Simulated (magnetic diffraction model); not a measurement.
# Lu2CrIr2 below its ordering temperature

Space group Immm (no. 71), a = 4.0640 Å, b = 5.2940 Å, c = 8.1270 Å.

```csv
site,atom,x,y,z
4h,Ir,1/2,0.7380,0
4j,Lu,0,1/2,0.7963
2a,Cr,0,0,0
```

This is a made-up structure (elements placed in a structure type, unrelaxed), so the numbers test the method and describe no known phase.

Only Cr is taken to order (form factors of Cr2+); orders and moment sizes are assumed, and not adapted to the symmetry. Radiation: neutrons of λ = 2.0775 Å (absorption by Ir left out), 8° to 75°; isotropic B of 0.61 Å² (Ir), 0.53 Å² (Lu) and 0.8 Å² (Cr). The intensities are simulated: I ∝ L Σ (|F_N|² + |F_M⊥|²) for unpolarised neutrons, with F_M = 2.695 fm/μB × Σ f(s) S exp(2πi Q·r) exp(−B s²) at Q = H ± k (one set where k and −k are equivalent), only the part normal to Q counting and L = 1/(sin²θ cos θ). For collinear order S is the moment m, which repeats by lattice and centring translations R with the sign exp(−2πi k·R). Form factors are spin-only for 3d ions and dipole or tabulated for f ions, scattering lengths are Sears's of 1992, and absorption is left out. A label names one of the reflections at its angle. The strongest nuclear line in the range is 100, and lines under 0.2 are left out.

Above the ordering temperature:

```tsv
2θ (°)	index	I
27.09	(0 1 1)	1.1
29.62	(0 0 2)	16.9
33.21	(1 0 1)	30.1
37.59	(1 1 0)	11.2
46.21	(0 2 0)	0.4
48.57	(1 1 2)	49.4
51.03	(0 1 3)	13.0
54.88	(1 0 3)	54.9
55.85	(0 2 2)	56.2
58.08	(1 2 1)	100.0
61.49	(2 0 0)	42.6
61.49	(0 0 4)	25.7
68.43	(2 1 1)	0.4
69.72	(2 0 2)	7.3
74.08	(0 3 1)	0.7
74.50	(1 2 3)	14.9
```

Below it (cell unchanged):

```
2θ (°)      I
 16.43    3.5
 26.64    2.4
 27.09    1.1
 28.09    5.5
 29.62   16.9
 33.21   30.1
 35.23    1.3
 37.59   11.2
 45.75    0.6
 46.21    0.4
 46.68    0.8
 48.57   49.4
 49.37    0.9
 51.03   13.0
 51.62    0.6
 54.14    0.7
 54.88   54.9
 55.85   56.2
 56.26    0.6
 58.08  100.0
 59.88    0.2
 61.49   42.6
 61.49   25.7
 62.93    0.2
 67.06    0.3
 68.43    0.4
 69.72    7.3
 74.08    0.7
 74.50   14.9
 74.56    0.2
```

**Question.** Check that the new lines index with k = (1/2 0 1/2), then choose among these models:
A. collinear moments along [100], 2.15 μB on Cr
B. collinear moments along [101], 2.15 μB on Cr
C. collinear moments along [111], 2.15 μB on Cr

The new lines index as (1/2 0 1/2) at 16.43°, (1/2 0 -3/2) at 26.64°, (1/2 1 -1/2) at 28.09° and (1/2 1 3/2) at 35.23°, that is as H ± k with k = (1/2 0 1/2), one of 2 inequivalent arms of its star (k and −k counted as one), which a powder can't tell apart. Half indices mean that the moments reverse under translations with k·R a half-integer, and the magnetic cell has twice the primitive volume.

Magnetic intensity, observed (below minus above) and for each model:

| 2θ (°) | index | observed | A | B | C |
| --- | --- | --- | --- | --- | --- |
| 16.43 | (1/2 0 1/2) | 3.5 | 1.9 | 3.5 | 5.1 |
| 26.64 | (1/2 0 -3/2) | 2.4 | 2.2 | 2.4 | 2.5 |
| 28.09 | (1/2 1 -1/2) | 5.5 | 4.0 | 5.5 | 4.6 |
| 35.23 | (1/2 1 3/2) | 1.3 | 2.4 | 1.3 | 1.4 |
| 40.26 | (1/2 0 5/2) | <0.2 | 0.8 | <0.2 | 0.3 |
| 45.75 | (3/2 0 -1/2) | 0.6 | <0.2 | 0.6 | 0.6 |
| 51.62 | (3/2 1 1/2) | 0.6 | <0.2 | 0.6 | 0.6 |
| 56.26 | (3/2 1 -3/2) | 0.6 | 0.2 | 0.6 | 0.6 |

Model B matches.

The structure used: k = (1/2 0 1/2), collinear moments along [101], 2.15 μB on Cr.

[Logs are printed without paths, hosts, clocks, repeated set-up lines and the standing remarks that a program may print on its own settings, such as how far it seeks lower states.]
